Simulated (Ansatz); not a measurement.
# MgS (Niningerite, Fm-3m): phonons and vibrational spectra

Wanted: phonon frequencies of MgS (Niningerite, Fm-3m) and what follows from them.

Main program and level: Ansatz 0.2.0; DFT PBE, scalar-relativistic, plane waves, PAW.

### 1. Starting point

Symmetry: Fm-3m, No. 225, cubic system. The conventional cell has a = 5.203 Å, b = 5.203 Å, c = 5.203 Å, α = 90.00°, β = 90.00°, γ = 90.00°. Nearest to Mg lie 6 S at 2.60 Å. S has 6 Mg at 2.60 Å nearest. Farther neighbours and most contacts between anions are not listed.

### 2. Bringing the structure to rest

Harmonic phonons are second derivatives at a point where the forces vanish, and they are wanted at zero stress, so atoms and cell are relaxed first.

Input file input.yaml:

```yaml
crystal:
  lattice:
    - [0.0, 2.60165, 2.60165]
    - [2.60165, 0.0, 2.60165]
    - [2.60165, 2.60165, 0.0]
  atoms:
    - { symbol: Mg, position: [0.0, 0.0, 0.0] }
    - { symbol: S, position: [0.5, 0.5, 0.5] }
kpoints:
  mp_grid: { grid: [8, 8, 8] }
hamiltonian:
  xc: pbe
scf:
  occupations: { method: gaussian, width: 0.02 }
output:
  forces: true
  stress: true
  eigenvalues: true
relax:
  adjacent_minimum: "off"
  f_tol: 0.005
  max_steps: 80
  cell: { stress_tol: 0.05 }
```

Command:

```bash
> ansatz run input.yaml --threads 4 --pin off --max-ram 7168MiB --backend cpu --events-out ev --progress --plain --runs-dir out
```

Numbers of over 12 decimals in the logs are rounded to 6 here.

Log:

```text
Engine: ansatz 0.2.0, aarch64-unknown-linux-gnu
Pseudopotentials: kind: paw
Pseudopotential: Mg, paw, valence charge 10, recommended cutoff 420 eV (normal), Mg.paw.azcp
Pseudopotential: S, paw, valence charge 6, recommended cutoff 420 eV (normal), S.paw.azcp
Functional definition: PBE
  parameter kappa = 0.804
  parameter beta = 0.066725
  exchange = pbe_x(kappa = kappa, mu = beta*pi^2/3)
  correlation = pbe_c(beta = beta)
Crystal: 2 atoms, lattice volume = 35.219 Å³
Basis set: ecut = 420 eV, 701 PW (Γ), exchange–correlation on 50×50×50 points (8 copies of the dense FFT grid, shifted against one another)
Bands: 12, of which v1, the nominal top of the filled ones, is band 8 counted from 1 (7 counted from 0)
Symmetry: 48 space group operations
Space group: Fm-3m (ITA 225), of the structure as read, at distance tolerance 3.3e-5 Å
k-points: 29 of 512
Non-local potential: Mg, projectors of the file, l = 0: 3, l = 1: 2, l = 2: 1
Non-local potential: S, projectors of the file, l = 0: 2, l = 1: 2, l = 2: 2
PAW form: soft (Blöchl's): semilocal exchange-correlation on the pseudo side does not see the compensation charge
PAW one-centre angular grid: Mg, 110 points (default); XC on 64 Gauss nodes
PAW one-centre angular grid: S, 110 points (default); XC on 64 Gauss nodes
Initial density: superposition of atomic densities (neutral atoms: chi_scale 0, normalization atom), corrected by the library's trained network
Initial wavefunctions: pseudopotential atomic-orbital guess
Functional: x = pbe(κ = 0.804, μ = 0.219515), c = pbe(β = 0.066725)
SCF iter   1: F=—  HF=-2828.746831 eV  |F-HF|=—  |Δ(HF+E_count)|=         —  Δρ=4.28e-4  dr2=5.03e-5  ethr=1.77e-3  ⟨swp⟩=7.3  Hψ=2177  notcnv=0
preconditioner: auto → none  [insulator: Δε(μ)=2.782 eV  Ē_g=11.751 eV  σ=0.020 eV  W_gap=1.00  n_scr=8 (ndim 8)  ℏωp=17.7 eV  f_vac=0.000  D(μ)=0.00/eV (n_scr^D=0)  ε∞_Penn≈3.3]
SCF iter   2: F=—  HF=-2828.746803 eV  |F-HF|=—  |Δ(HF+E_count)|=   2.82e-5  Δρ=2.94e-4  dr2=3.77e-5  ethr=3.14e-7  ⟨swp⟩=3.1  Hψ=927  notcnv=0
SCF iter   3: F=—  HF=-2828.746838 eV  |F-HF|=—  |Δ(HF+E_count)|=   3.52e-5  Δρ=2.62e-4  dr2=3.70e-5  ethr=2.36e-7  ⟨swp⟩=2.0  Hψ=464  notcnv=0
SCF iter   4: F=—  HF=-2828.746827 eV  |F-HF|=—  |Δ(HF+E_count)|=   1.14e-5  Δρ=9.68e-5  dr2=5.01e-6  ethr=2.31e-7  ⟨swp⟩=2.1  Hψ=410  notcnv=0
iter 5 did not close the SCF: its close was put off for the readings that it lacked (scf_convergence_deferred on its scf_iter line)
SCF iter   5: F=-2828.746825 eV  HF=-2828.746825 eV  |F-HF|=2.89e-8  |Δ(HF+E_count)|=   1.75e-6  Δρ=9.12e-6  dr2=4.10e-8  ethr=3.13e-8  ⟨swp⟩=2.0  Hψ=448  notcnv=0
SCF iter   6: F=-2828.746825 eV  HF=-2828.746825 eV  |F-HF|=1.01e-9  |Δ(HF+E_count)|=   1.21e-8  Δρ=1.52e-6  dr2=1.37e-9  ethr=2.56e-10  ⟨swp⟩=2.7  Hψ=1158  notcnv=0
SCF 1 converged in 6 iterations: F = -2828.746825 eV  dr2 = 1.37e-9
  greatest PAW one-centre occupation: 1.000 electrons in one spin orbital (limit 2), on the Mg atom at site 0 (counted from 0), in its partial waves of l = 0
relax step   1: F+E_penalty+E_count = -2828.74682490 eV  Δ(F+E_penalty+E_count) = +0.000e0 eV  max|allowed force component| = 2.679e-30 eV/Å  Δτ_max = 0.0000 Å  P = +1.163 GPa  Ω = 35.219 Å³  (6 SCF iters, dr2 threshold 1.00e-7 eV, accepted)
Crystal: 2 atoms, lattice volume = 35.672 Å³
Basis set: ecut = 420 eV, 725 PW (Γ), exchange–correlation on 50×50×50 points (8 copies of the dense FFT grid, shifted against one another)
Initial density: handed on by an earlier stage of this run
Initial wavefunctions: those handed on with the density
iter 1 solved again at ethr=3.75e-7 eV; its pass at ethr=3.10e-3 eV (dr2=6.00e-5 eV) is discarded
SCF iter   1: F=—  HF=-2828.748713 eV  |F-HF|=—  |Δ(HF+E_count)|=         —  Δρ=3.50e-4  dr2=5.58e-5  ethr=3.75e-7  ⟨swp⟩=2.0  Hψ=2472  notcnv=0
preconditioner: auto → none  [insulator: Δε(μ)=2.765 eV  Ē_g=11.681 eV  σ=0.020 eV  W_gap=1.00  n_scr=8 (ndim 8)  ℏωp=17.6 eV  f_vac=0.000  D(μ)=0.00/eV (n_scr^D=0)  ε∞_Penn≈3.3]
SCF iter   2: F=—  HF=-2828.748704 eV  |F-HF|=—  |Δ(HF+E_count)|=   8.57e-6  Δρ=1.64e-4  dr2=9.57e-6  ethr=3.49e-7  ⟨swp⟩=2.0  Hψ=580  notcnv=0
SCF iter   3: F=—  HF=-2828.748702 eV  |F-HF|=—  |Δ(HF+E_count)|=   1.96e-6  Δρ=3.21e-5  dr2=3.55e-7  ethr=5.98e-8  ⟨swp⟩=2.2  Hψ=447  notcnv=0
SCF iter   4: F=-2828.748702 eV  HF=-2828.748702 eV  |F-HF|=1.06e-8  |Δ(HF+E_count)|=   1.25e-7  Δρ=8.91e-6  dr2=2.44e-8  ethr=1.25e-9  ⟨swp⟩=5.0  Hψ=1553  notcnv=0
SCF 2 converged in 4 iterations: F = -2828.748702 eV  dr2 = 2.44e-8
relax step   2: F+E_penalty+E_count = -2828.74870222 eV  Δ(F+E_penalty+E_count) = -1.877e-3 eV  max|allowed force component| = 1.553e-30 eV/Å  Δτ_max = 0.0000 Å  P = +0.183 GPa  Ω = 35.672 Å³  energy of the carried Pulay correction = -1.202e-5 eV  (4 SCF iters, dr2 threshold 2.00e-7 eV, accepted)
Crystal: 2 atoms, lattice volume = 35.758 Å³
iter 1 solved again at ethr=1.26e-8 eV; its pass at ethr=3.10e-3 eV (dr2=2.01e-6 eV) is discarded
SCF iter   1: F=—  HF=-2828.748736 eV  |F-HF|=—  |Δ(HF+E_count)|=         —  Δρ=6.47e-5  dr2=1.86e-6  ethr=1.26e-8  ⟨swp⟩=2.0  Hψ=2450  notcnv=0
preconditioner: auto → none  [insulator: Δε(μ)=2.758 eV  Ē_g=11.667 eV  σ=0.020 eV  W_gap=1.00  n_scr=8 (ndim 8)  ℏωp=17.6 eV  f_vac=0.000  D(μ)=0.00/eV (n_scr^D=0)  ε∞_Penn≈3.3]
SCF iter   2: F=—  HF=-2828.748750 eV  |F-HF|=—  |Δ(HF+E_count)|=   1.39e-5  Δρ=3.20e-5  dr2=3.57e-7  ethr=1.16e-8  ⟨swp⟩=2.0  Hψ=580  notcnv=0
SCF iter   3: F=-2828.748750 eV  HF=-2828.748750 eV  |F-HF|=5.24e-9  |Δ(HF+E_count)|=   2.38e-8  Δρ=5.22e-6  dr2=6.72e-9  ethr=5.23e-10  ⟨swp⟩=5.2  Hψ=1587  notcnv=0
SCF 3 converged in 3 iterations: F = -2828.748750 eV  dr2 = 6.72e-9
relax step   3: F+E_penalty+E_count = -2828.74875012 eV  Δ(F+E_penalty+E_count) = -4.790e-5 eV  max|allowed force component| = 2.169e-30 eV/Å  Δτ_max = 0.0000 Å  P = +0.004 GPa  Ω = 35.758 Å³  energy of the carried Pulay correction = -1.428e-5 eV  (3 SCF iters, dr2 threshold 8.38e-8 eV, accepted)
Initial wavefunctions: pseudopotential atomic-orbital guess (no wavefunctions were taken with the density)
iter 1 solved again at ethr=5.71e-6 eV; its pass at ethr=3.10e-3 eV (dr2=9.14e-4 eV) is discarded
SCF iter   1: F=—  HF=-2828.748747 eV  |F-HF|=—  |Δ(HF+E_count)|=         —  Δρ=2.05e-5  dr2=1.41e-8  ethr=5.71e-6  ⟨swp⟩=2.1  Hψ=2791  notcnv=0
eigensolver tolerance schedule: the retry pair's looser diagonalisation over-reported the residual by 64774.50 of it (diagonalisation noise at an unbounded share of the residual, at the tolerance the schedule requests for it); recorded, not acted on — ethr = c·dr2/N_el stays at c = 1.0e-1
preconditioner: auto → none  [insulator: Δε(μ)=2.758 eV  Ē_g=11.666 eV  σ=0.020 eV  W_gap=1.00  n_scr=8 (ndim 8)  ℏωp=17.6 eV  f_vac=0.000  D(μ)=0.00/eV (n_scr^D=0)  ε∞_Penn≈3.3]
SCF iter   2: F=—  HF=-2828.748762 eV  |F-HF|=—  |Δ(HF+E_count)|=   1.56e-5  Δρ=1.06e-5  dr2=3.35e-9  ethr=8.82e-11  ⟨swp⟩=3.6  Hψ=791  notcnv=0
SCF iter   3: F=—  HF=-2828.748762 eV  |F-HF|=—  |Δ(HF+E_count)|=   2.56e-7  Δρ=5.82e-6  dr2=9.35e-10  ethr=2.09e-11  ⟨swp⟩=2.4  Hψ=518  notcnv=0
SCF iter   4: F=—  HF=-2828.748763 eV  |F-HF|=—  |Δ(HF+E_count)|=   1.19e-7  Δρ=4.80e-7  dr2=2.74e-11  ethr=5.84e-12  ⟨swp⟩=2.0  Hψ=580  notcnv=0
SCF iter   5: F=-2828.748763 eV  HF=-2828.748763 eV  |F-HF|=2.27e-12  |Δ(HF+E_count)|=  1.41e-11  Δρ=1.28e-7  dr2=1.99e-12  ethr=1.00e-12  ⟨swp⟩=5.0  Hψ=1274  notcnv=0
SCF 4 converged in 5 iterations: F = -2828.748763 eV  dr2 = 1.99e-12
relax step   4: F+E_penalty+E_count = -2828.74876254 eV  Δ(F+E_penalty+E_count) = -1.242e-5 eV  max|allowed force component| = 2.219e-30 eV/Å  Δτ_max = 0.0000 Å  P = +0.004 GPa  Ω = 35.758 Å³  stress off target by 3.94e-3 GPa  SCF on the basis re-selected at this cell (its energy is not comparable with the rows above)  (5 SCF iters)
basis re-selected at this cell: Δ(F+E_penalty+E_count) = -1.242e-5 eV, ΔP = -0.000 GPa vs the last step (what re-selecting the basis moved, of the pressure what is left beyond the Pulay correction that the steps carried, after the strain that the cell walked since its last selection, with what the two solves' SCF thresholds leave and, on support functions, any second-order correction that the steps lacked; it is no m [...]
SCF converged after 5 iterations
Free energy (F): -2828.748763 eV
Harris-Foulkes:  -2828.748763 eV  (|F-HF|=2.27e-12)
Internal energy: -2828.748763 eV  (E = F + TS)
E sigma→0 (E₀):  -2828.748763 eV
Fermi energy:    7.593489 eV
--- Per-component energies (eV) ---
  E_band       = -334.528333
  E_kinetic    = 184.899567
  E_local      = -1673.490869  (includes V_loc(G=0)·N_el)
  E_nonlocal   = 123.390074
  E_hartree    = 595.613151
  E_xc         = -127.571607
  E_vxc        = -126.804403  (∫ρ·V_xc dr)
  E_paw        = -893.120993  (= ΣΔE_a)
  E_vpaw       = -33.749064  (= ΣTr[D̂ρ^β])
  E_aug_tail   = -0.000001  (compensation charges beyond the density's cutoff)
  E_ewald      = -1038.468085
  E_smearing   = -0.000000  (= −TS)
  E_closure    = 0.000000  (closes the sum)
  Σ components = -2828.748763   (vs F -2828.748763, Δ=0.00e0)
--- Forces (eV/Å), atoms counted from 1 ---
  atom   1  Mg    -0.00000000     0.00000000     0.00000000
  atom   2  S      0.00000000    -0.00000000    -0.00000000
  max |Σ_I F_I| component: 4.24e-30 eV/Å
--- Stress (GPa, compression-positive) ---
        0.003937      -0.000000      -0.000000
       -0.000000       0.003937      -0.000000
       -0.000000      -0.000000       0.003937
  P = ⅓ Tr σ = 0.0039 GPa (0.039 kbar)
--- Band table (eV; the first three rows and the last of 29) ---
  k-point 0: bands = [... 4 lower, -6.3657, 6.2148, 6.2148, 6.2148, 9.8185, 14.1403, 14.1403, 14.1403]
  k-point 1: bands = [... 4 lower, -6.2174, 5.1789, 6.1169, 6.1169, 10.6246, 13.8205, 14.3795, 14.3795]
  k-point 2: bands = [... 4 lower, -5.8174, 3.4493, 5.9031, 5.9031, 11.1194, 13.9918, 13.9918, 14.4224]
  k-point 28: bands = [... 4 lower, -4.6953, 3.0596, 3.0596, 3.9035, 11.4074, 14.1241, 14.1241, 14.2162]
--- Relaxed structure (3 steps of the walk, 3 accepted, 1 SCFs on fresh bases) ---
  F+E_penalty+E_count = -2828.74876254 eV   max|allowed force component| = 2.219e-30 eV/Å   (the final SCF, on the basis selected at the relaxed cell)
  cell:  # Å, volume = 35.7581 Å³
    - [0, 2.614858, 2.614858]
    - [2.614858, 0, 2.614858]
    - [2.614858, 2.614858, 0]
  atoms:
    - { symbol: Mg, position: [0, 0, 0] }
    - { symbol: S, position: [0.5, 0.5, 0.5] }
```

Run time: 1.4 s. Hardware: 4 threads of Arm Neoverse V1, shared host; peak memory 0.29 GiB; 4.5 s of CPU time.

The steps of the relaxation:

```
step  energy less that of the first step (eV)  largest force component (eV/Å)  pressure (GPa)  volume (Å³)
   1                                   0.0000                          0.0000            1.16        35.22
   2                                  -0.0019                          0.0000            0.18        35.67
   3                                  -0.0019                          0.0000            0.00        35.76
  4*                                  -0.0019                          0.0000            0.00        35.76
```

Relaxation steps marked * repeat the geometry before them on a plane-wave basis chosen anew for their cell, so energy and pressure can jump there.

Forces are held to the 48 operations that the run works with; a distortion that breaks them can't arise in this run.

```
conventional cell, symmetrised  before  after  change
                         a (Å)   5.203  5.230  +0.5 %
                         b (Å)   5.203  5.230  +0.5 %
                         c (Å)   5.203  5.230  +0.5 %
              volume (Å³/atom)   17.61  17.88  +1.5 %
```

The relaxed structure:

```xyz
2
Lattice="0.0000 2.6149 2.6149 2.6149 0.0000 2.6149 2.6149 2.6149 0.0000" Properties=species:S:1:pos:R:3 pbc="T T T"
Mg    0.0000    0.0000    0.0000
S     2.6149    2.6149    2.6149
```

Numbers from this step:

* pressure: 0.003937 GPa
* gap on the k-mesh: 2.757 eV
* volume per atom: 17.88 Å³
* direct gap on mesh: 3.604 eV

In this step the volume went from 17.61 to 17.88 Å³/atom.

### 3. Relaxing to small forces for the phonons

Phonons need a cell at rest on their own settings, so the relaxation is repeated with tight tolerances on forces and stress on the k mesh and occupations of the first response run.

input.yaml, the sections that differ from step 2:

```yaml
crystal:
  lattice:
    - [0.0, 2.6148576574, 2.6148576574]
    - [2.6148576574, 0.0, 2.6148576574]
    - [2.6148576574, 2.6148576574, 0.0]
  atoms:
    - { symbol: Mg, position: [0.0, 0.0, 0.0] }
    - { symbol: S, position: [0.5, 0.5, 0.5] }
scf:
  occupations: { method: fixed }
relax:
  adjacent_minimum: "off"
  f_tol: 0.001
  max_steps: 60
  cell: { stress_tol: 0.01 }
# kpoints, hamiltonian, output: as in step 2
```

Log:

```text
[...]
Crystal: 2 atoms, lattice volume = 35.758 Å³
Basis set: ecut = 420 eV, 725 PW (Γ), exchange–correlation on 50×50×50 points (8 copies of the dense FFT grid, shifted against one another)
Bands: 12, of which v1, the nominal top of the filled ones, is band 8 counted from 1 (7 counted from 0)
Symmetry: 48 space group operations
[...]
k-points: 29 of 512
[...]
k-point 28: bands = [... 4 lower, -4.6953, 3.0596, 3.0596, 3.9035, 11.4074, 14.1241, 14.1241, 14.2162]
--- Relaxed structure (1 steps of the walk, 1 accepted, 1 SCFs on fresh bases) ---
[...]
cell:  # Å, volume = 35.7581 Å³
    - [0.0, 2.6148576574, 2.6148576574]
    - [2.6148576574, 0.0, 2.6148576574]
    - [2.6148576574, 2.6148576574, 0.0]
  atoms:
    - { symbol: Mg, position: [0.0, 0.0, 0.0] }
    - { symbol: S, position: [0.500000, 0.500000, 0.500000] }
[key lines of the parts left out:]
SCF converged after 8 iterations
Free energy (F): -2828.748763 eV
Fermi energy:    6.214757 eV
P = ⅓ Tr σ = 0.0039 GPa (0.039 kbar)
```

It took 0.88 s on 4 threads; peak memory 0.28 GiB.

Little changed from the start: no atom moved by 0.005 Å and no cell edge by 0.1 %.

Numbers from this step:

```
pressure : 0.003936 GPa
```

The forces vanish by symmetry and the pressure is 0.004 GPa, within the tolerances set. The cell now holds 17.88 Å³/atom.

(Part 1 of 4 ends here.)

[Logs are printed without paths, hosts, clocks, repeated set-up lines and the standing remarks that a program may print on its own settings, such as how far it seeks lower states.]

[Hosts, paths, dates, database ids (printed as entryN), source tags and the programs' standing remarks are cut or masked in the printed files.]
